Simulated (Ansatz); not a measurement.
# Where O_i (6-fold void) puts its levels in the gap of LiLaSO (P4/nmm)

Wanted: the transition levels of a self-interstitial in LiLaSO (P4/nmm), from a cell of 64 host atoms with 1 O put in.

Main program and level: Ansatz 0.2.0; place-levels on PBEsol runs: charge-transition levels and formation energies with image-charge correction and potential alignment at the atomic sites.

Report form: the programs' logs are mostly left out.

**1. Starting point**

The cell holds 65 atoms: 16 Li, 16 La, 16 S and 17 O. Cell: a = 11.242 Å, b = 11.242 Å, c = 8.634 Å, α = 90.0°, β = 90.0°, γ = 90.0°. It derives from LiLaSO (space group P4/nmm). Nearest the centre at fractional (0.625, 0.375, 0.394): O65 at 0.00 Å, La39 at 2.16 Å, Li36 at 2.19 Å, Li50 at 2.19 Å, Li51 at 2.19 Å, Li33 at 2.19 Å, S41 at 2.32 Å, S12 at 2.85 Å.

Known beforehand: the electronic dielectric constant, (5.41, 5.41, 5.12), and the static one, (20.61, 20.61, 13.45), from a response run on this crystal (DFPT, PBEsol) at that run's own cell.

The cell's shortest repeat is 8.6 Å.

**2. The runs of each charge state**

Levels follow from differences of total energies between charge states, each relaxed by itself.

Random displacements of about 0.05 Å break the site symmetry at the start, so that the relaxation can reach a distorted minimum if there is one. Forces are taken at one point at (¼, ¼, ¼). The cell holds 2 electrons more than the neutral one, with a uniform background that keeps it neutral on the whole.

The sampling was tested on the host first: at the k-points planned (1x1x1 shifted 0.25 0.25 0.25) its energy lies 0.000 eV an atom from the dense-mesh value, under the bound of 0.02 eV set for this test; that bounds the host's error, not the defect's.

One state's input; the others differ in charge, spin, start and seed, and in occupations where the table says so.

The input, qm2.relax/input.yaml:

```yaml
crystal:
  lattice:
    - [7.94918281, 7.94918281, 0.0]
    - [-7.94918281, 7.94918281, 0.0]
    - [0.0, 0.0, 8.63382131]
  atoms:
    - { symbol: Li, position: [0.0, 0.25, 0.5] }
    - { symbol: Li, position: [0.25, 0.0, 0.5] }
[... 5 atom lines left out ...]
    - { symbol: La, position: [0.375, 0.125, 0.14401027] }
[... 3 atom lines left out ...]
    - { symbol: S, position: [0.375, 0.375, 0.33711286] }
[... 11 atom lines left out ...]
    - { symbol: La, position: [0.375, 0.625, 0.14401027] }
[... 8 atom lines left out ...]
    - { symbol: Li, position: [0.5, 0.25, 0.5] }
[... 1 atom line left out ...]
    - { symbol: Li, position: [0.5, 0.0, 0.5] }
    - { symbol: Li, position: [0.75, 0.25, 0.5] }
[... 2 atom lines left out ...]
    - { symbol: La, position: [0.625, 0.375, 0.14401027] }
    - { symbol: La, position: [0.875, 0.125, 0.14401027] }
    - { symbol: S, position: [0.625, 0.375, 0.66288714] }
[... 1 atom line left out ...]
    - { symbol: S, position: [0.625, 0.125, 0.33711286] }
    - { symbol: S, position: [0.875, 0.375, 0.33711286] }
[... 1 atom line left out ...]
    - { symbol: O, position: [0.75, 0.25, 0.0] }
    - { symbol: O, position: [0.5, 0.25, 0.0] }
[... 2 atom lines left out ...]
    - { symbol: Li, position: [0.75, 0.5, 0.5] }
    - { symbol: Li, position: [0.5, 0.5, 0.5] }
[... 4 atom lines left out ...]
    - { symbol: La, position: [0.875, 0.625, 0.14401027] }
[... 2 atom lines left out ...]
    - { symbol: S, position: [0.625, 0.625, 0.33711286] }
[... 1 atom line left out ...]
    - { symbol: O, position: [0.5, 0.5, 0.0] }
[... 2 atom lines left out ...]
    - { symbol: O, position: [0.75, 0.5, 0.0] }
    - { symbol: O, position: [0.625, 0.375, 0.394227] }
  host:
    repeats: [2, 2, 1]
    atoms:
      - { symbol: Li, position: [0.0, 0.5, 0.5] }
      - { symbol: Li, position: [0.5, 0.0, 0.5] }
      # ... 14 more atoms of the perfect host
total_charge: -2
basis:
  ecutwfc: 420
  xc_grid: 2
hamiltonian:
  xc: pbesol
kpoints:
  mp_grid: { grid: [1, 1, 1], shift: [0.25, 0.25, 0.25] }
scf:
  occupations: { method: fixed }
  max_iter: 80
output:
  forces: true
  charged_corrections:
    epsilon: [5.41, 5.41, 5.12]
    static_epsilon: [20.61, 20.61, 13.45]
    defect_position: [0.625, 0.375, 0.394227]
relax:
  f_tol: 0.02
  max_steps: 80
  random_displacement: { amplitude: 0.05, seed: 5452 }
checkpoint:
  write: "../qm2.relax.run"
  compress: false
  write_wavefunctions: true
  write_every: 100000
```

Run with:

```
> ansatz run input.yaml --threads 4 --pin off --max-ram 14131MiB --backend cpu --events-out ev --progress --plain --runs-dir out
```

The relaxed structure is kept and the sampling changed to a 2×2×2 shifted mesh.

The run of this state that the levels use, under PBEsol:

The input, qm2.point/input.yaml:

```yaml
crystal:
  checkpoint: "../qm2.relax.run"
  host: checkpoint
total_charge: -2
basis:
  ecutwfc: 420
  xc_grid: 2
hamiltonian:
  xc: pbesol
kpoints:
  mp_grid: { grid: [2, 2, 2], shift: [0.5, 0.5, 0.5] }
scf:
  occupations: { method: fermi_dirac, width: 0.01 }
  max_iter: 80
output:
  forces: true
  eigenvalues: true
  charged_corrections:
    epsilon: [5.41, 5.41, 5.12]
    static_epsilon: [20.61, 20.61, 13.45]
    defect_position: [0.625, 0.375, 0.394227]
  eigenstates: { localisation: true }
  populations: true
checkpoint:
  read: "../qm2.relax.run"
  write: "../qm2.point.run"
  compress: false
  write_wavefunctions: false
  write_every: 100000
```

Relaxations under PBEsol at one point at (¼, ¼, ¼); times on 4 threads of Arm Neoverse V1, shared host:

| charge | moment (μB) | occupations | outcome | steps | largest displacement against the far atoms (Å) | time |
| --- | --- | --- | --- | --- | --- | --- |
| −2 | 0 | fixed | converged | 9 | 0.46 | 2.3 min |
| −2 | 2 | fixed | converged | 10 | 0.35 | 5.4 min |
| −1 | 1 | fixed | converged | 8 | 0.34 | 4.4 min |
| 0 | 0 | fixed | converged | 12 | 0.95 | 2.9 min |
| 0 | 2 | fixed | converged | 9 | 0.33 | 5.5 min |
| +1 | 1 | fixed | converged | 11 | 0.99 | 7.8 min |

Single points under PBEsol at a 2×2×2 shifted mesh; times on 4 threads of Arm Neoverse V1, shared host:

| charge | moment (μB) | occupations | outcome | time |
| --- | --- | --- | --- | --- |
| −2 | 0 | fermi-dirac | converged | 2 min |
| −2 | 2 | fermi-dirac | converged | 4.7 min |
| −1 | 1 | fermi-dirac | converged | 4 min |
| 0 | 0 | fermi-dirac | converged | 2.1 min |
| 0 | 2 | fermi-dirac | converged | 5 min |
| +1 | 1 | fermi-dirac | converged | 5.2 min |

Distances (Å) from O65 to the nearest atoms after relaxation with PBEsol:

| charge | moment (μB) | 1. | 2. | 3. | 4. | 5. | 6. |
| --- | --- | --- | --- | --- | --- | --- | --- |
| −2 | 0 | Li 1.87 | Li 1.87 | Li 1.87 | Li 1.87 | La 2.16 | S 2.75 |
| −2 | 2 | Li 1.89 | Li 1.89 | Li 1.89 | Li 1.90 | S 2.32 | La 2.39 |
| −1 | 1 | Li 1.89 | Li 1.89 | Li 1.89 | Li 1.89 | S 2.32 | La 2.38 |
| 0 | 0 | S 1.71 | Li 1.94 | Li 1.95 | Li 1.95 | Li 1.95 | La 3.07 |
| 0 | 2 | Li 1.90 | Li 1.92 | Li 1.94 | Li 1.94 | S 2.31 | La 2.42 |
| +1 | 1 | S 1.68 | Li 1.96 | Li 1.98 | Li 1.98 | Li 1.98 | La 3.14 |

**3. Levels against the band edges, PBEsol**

A charged cell interacts with its images and the background, and its potential has another zero than the host's. place-levels removes the first by a point-charge model, screened by the static dielectric constant since the ions have relaxed around the charge, and the second by comparing potentials at atoms far from the defect.

The host is a run of the defect-free crystal in the same cutoffs, grids and k-points, so that basis and sampling errors cancel in part in the differences. Its band edges come from a run of the primitive cell that searches the zone for them. The host is run in a cell of 16 atoms on a matching mesh. Chemical potentials are energies per atom of O (O2 molecule), run with the same functional and cutoff.

The input, levels.point.yaml:

```yaml
host:
  run: host.point.run
  levels_from: { run: edges.point.run }
states: [qm2.point.run, qm2_M2.point.run, qm1_M1.point.run, q0.point.run, q0_M2.point.run, qp1_M1.point.run]
geometry_from:
  qm2.point.run: qm2.relax.run
  qm2_M2.point.run: qm2_M2.relax.run
  qm1_M1.point.run: qm1_M1.relax.run
  q0.point.run: q0.relax.run
  q0_M2.point.run: q0_M2.relax.run
  qp1_M1.point.run: qp1_M1.relax.run
  host.point.run: host.relax.run
chemical_potentials:
  O:
    energy: -558.282649
    dataset: "<sha256 of the dataset>"
epsilon: [5.41, 5.41, 5.12]
static_epsilon: [20.61, 20.61, 13.45]
vertical:
  - { from: qm2.point.run, to: qm2.point_neutral.run }
  - { from: qm2_M2.point.run, to: qm2_M2.point_neutral.run }
  - { from: qm1_M1.point.run, to: qm1_M1.point_neutral.run }
  - { from: qp1_M1.point.run, to: qp1_M1.point_neutral.run }
```

Run with:

```
> ansatz place-levels levels.point.yaml -- --threads 4 --pin off --max-ram 14131MiB
```

The job ended after 0.66 s (4 threads of Arm Neoverse V1, shared host).

Under PBEsol the gap is 3.07 eV, (+1/0) 0.00 (with band filling), (0/−1) 1.87, (−1/−2) 1.27 eV; the steps are inverted, so the lowest state changes at (0/−2) 1.57 eV.

Levels between the charges placed, in eV above the valence top:

|  | gap (eV) | (+1/0) | (0/−1) | (−1/−2) |
| --- | --- | --- | --- | --- |
| PBEsol | 3.07 | 0.00 | 1.87 | 1.27 |

Corrections by state:

| charge | moment (μB) | image terms and alignment (eV) | band filling (eV) | ε used | over the lowest of its charge, as the program ranks them, band filling apart (eV) |
| --- | --- | --- | --- | --- | --- |
| +1 | 1.0 | 0.181 | -0.185 | principal values (13.45, 20.61, 20.61) | 0.000 |
| 0 | 0.0 | 0.000 | - | - | 0.000 |
| −1 | 1.0 | 0.024 | - | principal values (13.45, 20.61, 20.61) | 0.000 |
| −2 | 0.0 | 0.276 | - | principal values (13.45, 20.61, 20.61) | 0.000 |
| 0 | 2.0 | 0.000 | - | - | 1.822 |
| −2 | 2.0 | 0.191 | - | principal values (13.45, 20.61, 20.61) | 2.280 |

The charged structures listed were also run neutral, and place-levels reads from each pair, by the potential or the spins, how wide the charge is by which they differ; that can be the carrier of either run.

| charge | rms radius (Å) | spread where it is widest against the cell (Å) | wide from (Å) | reading |
| --- | --- | --- | --- | --- |
| +1 | 4.8 | 3.09 | 1.95 | wide |
| −1 | 2.3 | 1.80 | 1.50 | wide |
| −2 | 4.5 | 2.62 | 1.50 | wide |

The neutral runs of these pairs need not share the spin of the lowest neutral state, and very wide values only mean spread over the cell.

From the program's caveats on the states, each cut to its opening words:

- charge +1 (1 μB): it parts from the run at its places by a charge that spreads by about 3.1 Å along one vector (1.9 Å or more is wide), by its potential at epsilon [5.41, 5.41, [...]
- charge +1 (1 μB): a band-filling correction moves a carrier to the host's band edge, which changes its energy by -0.185 eV
- charge +1 (1 μB): its displacements don't fall off away from the defect: farther atoms stand 0.015 Å off the host's places
- charge −1 (1 μB): it parts from the run at its places by a charge that spreads by about 1.8 Å along one vector (1.5 Å or more is wide), by the spins about the atoms, where the [...]
- charge −2, −2 (2 μB): it parts from the run at its places by a charge that spreads by about 2.6 Å along one vector (1.5 Å or more is wide), by its potential at epsilon [5.41, 5.41, [...]
- charge −2: its displacements don't fall off away from the defect: farther atoms stand 0.032 Å off the host's places
- charge 0 (2 μB): its displacements don't fall off away from the defect: farther atoms stand 0.013 Å off the host's places
- charge 0 (2 μB): its moments are held at its close (magnetization.spin_locking), by a field of 0.237 eV a Bohr magneton, and its energy and levels are of the state that this [...]
- charge −2 (2 μB): its displacements don't fall off away from the defect: farther atoms stand 0.011 Å off the host's places
- charge −2 (2 μB): its moments are held at its close (magnetization.spin_locking), by a field of 0.959 eV a Bohr magneton, and its energy and levels are of the state that this [...]

Chemical potentials of the elements' reference phases, run alike. Formation energy by charge state (elemental references; gap 3.07 eV):

| charge | at valence top (eV) | at conduction bottom (eV) | correction included (eV) |
| --- | --- | --- | --- |
| +1 | -1.06 | 2.00 | 0.00 |
| 0 | -1.06 | -1.06 | 0.00 |
| −1 | 0.80 | -2.27 | 0.02 |
| −2 | 2.07 | -4.06 | 0.28 |

Fermi level (eV), lowest formation energy (eV) and a bar from the least value:
```
     0.00      -1.06 ##############################
     0.28      -1.06 ##############################
     0.56      -1.06 ##############################
     0.84      -1.06 ##############################
     1.11      -1.06 ##############################
     1.39      -1.06 ##############################
     1.67      -1.27 ############################
     1.95      -1.83 ######################
     2.23      -2.39 #################
     2.51      -2.95 ###########
     2.79      -3.50 ######
     3.07      -4.06
```

**4. The same at the relaxations' own k-points**

The relaxations' own energies give the levels at their sampling, for comparison.

The input, levels.relax_mesh.yaml:

```yaml
host:
  run: host.relax.run
  levels_from: { run: edges.relax.run }
states: [qm2.relax.run, qm2_M2.relax.run, qm1_M1.relax.run, q0.relax.run, q0_M2.relax.run, qp1_M1.relax.run]
chemical_potentials:
  O:
    energy: -558.282649
    dataset: "<sha256 of the dataset>"
```

Run with:

```
> ansatz place-levels levels.relax_mesh.yaml -- --threads 4 --pin off --max-ram 14131MiB
```

Wall time 0.22 s (4 threads).

Levels between neighbouring charges, in eV above the valence top:

|  | gap (eV) | (+1/0) | (0/−1) | (−1/−2) |
| --- | --- | --- | --- | --- |
| one point at (¼, ¼, ¼) | 3.07 | 0.00 | 1.87 | 1.27 |
| a 2×2×2 shifted mesh | 3.07 | 0.00 | 1.87 | 1.27 |

Going from one point at (¼, ¼, ¼) to a 2×2×2 shifted mesh moves the levels that carry no band-filling term by up to 0.00 eV and formation energies against the elements by up to 0.00 eV; band-filling terms, which differ between samplings, are in these energies.

**5. place-levels, r2SCAN**

r2SCAN on the same structure is run to see how far the result rests on the functional, though not on the errors that semilocal functionals share; the sampling changes too, to one point at (¼, ¼, ¼), so differences hold both changes.

The input, qm2.r2scan/input.yaml:

```yaml
crystal:
  checkpoint: "../qm2.relax.run"
  host: checkpoint
total_charge: -2
basis:
  ecutwfc: 500
  xc_grid: 2
hamiltonian:
  xc: r2scan
kpoints:
  mp_grid: { grid: [1, 1, 1], shift: [0.25, 0.25, 0.25] }
scf:
  occupations: { method: fermi_dirac, width: 0.01 }
  max_iter: 80
output:
  forces: true
  eigenvalues: true
  charged_corrections:
    epsilon: [5.41, 5.41, 5.12]
    static_epsilon: [20.61, 20.61, 13.45]
    defect_position: [0.625, 0.375, 0.394227]
checkpoint:
  write: "../qm2.r2scan.run"
  compress: false
  write_wavefunctions: false
  write_every: 100000
```

Elapsed: 49 s, on 4 threads; peak memory 2.7 GiB; 3.2 min of CPU time.

The input, levels.r2scan.yaml:

```yaml
host:
  run: host.r2scan.run
  levels_from: { run: edges.r2scan.run }
states: [qm2.r2scan.run, qm2_M2.r2scan.run, qm1_M1.r2scan.run, q0.r2scan.run, q0_M2.r2scan.run, qp1_M1.r2scan.run]
geometry_from:
  qm2.r2scan.run: qm2.relax.run
  qm2_M2.r2scan.run: qm2_M2.relax.run
  qm1_M1.r2scan.run: qm1_M1.relax.run
  q0.r2scan.run: q0.relax.run
  q0_M2.r2scan.run: q0_M2.relax.run
  qp1_M1.r2scan.run: qp1_M1.relax.run
  host.r2scan.run: host.relax.run
chemical_potentials:
  O:
    energy: -565.983079
    dataset: "<sha256 of the dataset>"
```

Run with:

```
> ansatz place-levels levels.r2scan.yaml -- --threads 4 --pin off --max-ram 14131MiB
```

The job ended after 0.39 s (4 threads).

Under r2SCAN the gap is 3.70 eV, (+1/0) 0.00 (with band filling), (0/−1) 2.04, (−1/−2) 1.59 eV; the steps are inverted, so the lowest state changes at (0/−2) 1.82 eV.

**6. The ladder**

Levels between neighbouring charges, in eV above each run's own valence top:

|  | gap (eV) | (+1/0) | (0/−1) | (−1/−2) | CPU time a state at this stage (restarts are quicker than cold starts) |
| --- | --- | --- | --- | --- | --- |
| PBEsol, 2×2×2 shifted mesh | 3.07 | 0.00 | 1.87 | 1.27 | 15 min |
| r2SCAN on PBEsol structures, (¼, ¼, ¼) | 3.70 | 0.00 | 2.04 | 1.59 | 9 min |

**7. Outcome**

| Item | Value |
| --- | --- |
| gap of the host | 3.07 eV (PBEsol) |
| level (plus 1/0) | 0.00 eV above the valence top (-0.18 eV above the valence top without the band-filling term) |
| level (0/minus 1) | 1.87 eV above the valence top, not a change between lowest states |
| level (minus 1/minus 2) | 1.27 eV above the valence top, not a change between lowest states |
| level (0/minus 2) | 1.57 eV above the valence top |
| lowest of the charges placed, just above the valence top (0.02 eV) | 0 |
| lowest of the charges placed, just below the conduction bottom (0.02 eV) | −2 |
| lowest formation energy at mid-gap of the charges run, elemental references | -1.06 eV |

What this shows: Of the charges placed (−2, −1, 0 and +1), the lowest changes at 1.57 eV (0/−2) above the valence top, in a gap of 3.07 eV. (0/−2) passes over charge −1, which lies 0.30 eV above the two there; a lower structure or spin state of it, if missed, would change that. Charges below −2 were not placed, so these runs say nothing of levels that involve them. States placed: +1 at 1 μB; 0 at 0 μB and 2 μB; −1 at 1 μB; −2 at 0 μB and 2 μB. Other spin states or structures, where not listed, weren't placed. The program finds carriers beyond a band edge of the host and adds a band-filling term at charge +1 (-0.18 eV); steps to such a charge show no bound level, and a defect level inside a band would be read the same way. At charge 0 and +1 the atom put in ends up to 1.0 Å from its starting place, so the name tells the start alone and the levels can join different sites. The lowest formation energy (elemental references) is negative across the gap, so the defect would form by itself: these chemical potentials lie beyond what competing compounds allow, or the host is unstable against it. Going from one point at (¼, ¼, ¼) to a 2×2×2 shifted mesh moves the levels that carry no band-filling term by up to 0.00 eV and formation energies against the elements by up to 0.00 eV; band-filling terms, which differ between samplings, are in these energies. What this leaves open: the images are only 8.6 Å apart; PBEsol makes the gap too small and tends to spread out bound carriers; where a gas molecule sets a chemical potential or the host's formation energy, its binding is uncorrected; spin–orbit coupling, which can matter with heavy atoms, is left out.

[Logs are printed without paths, hosts, clocks, repeated set-up lines and the standing remarks that a program may print on its own settings, such as how far it seeks lower states.]

[Hosts, paths, dates, database ids (printed as entryN), source tags and the programs' standing remarks are cut or masked in the printed files.]

[Where a table of states has a column of steps, it counts the stored structures, which are thinned; the runs took as many ionic steps or more.]

[A defect's name tells the site on which it was built; relaxed atoms can leave that site.]

[For some hosts the program warned that the k-mesh of the response run may be too coarse for force constants and the static dielectric constant; such warnings are not shown here.]
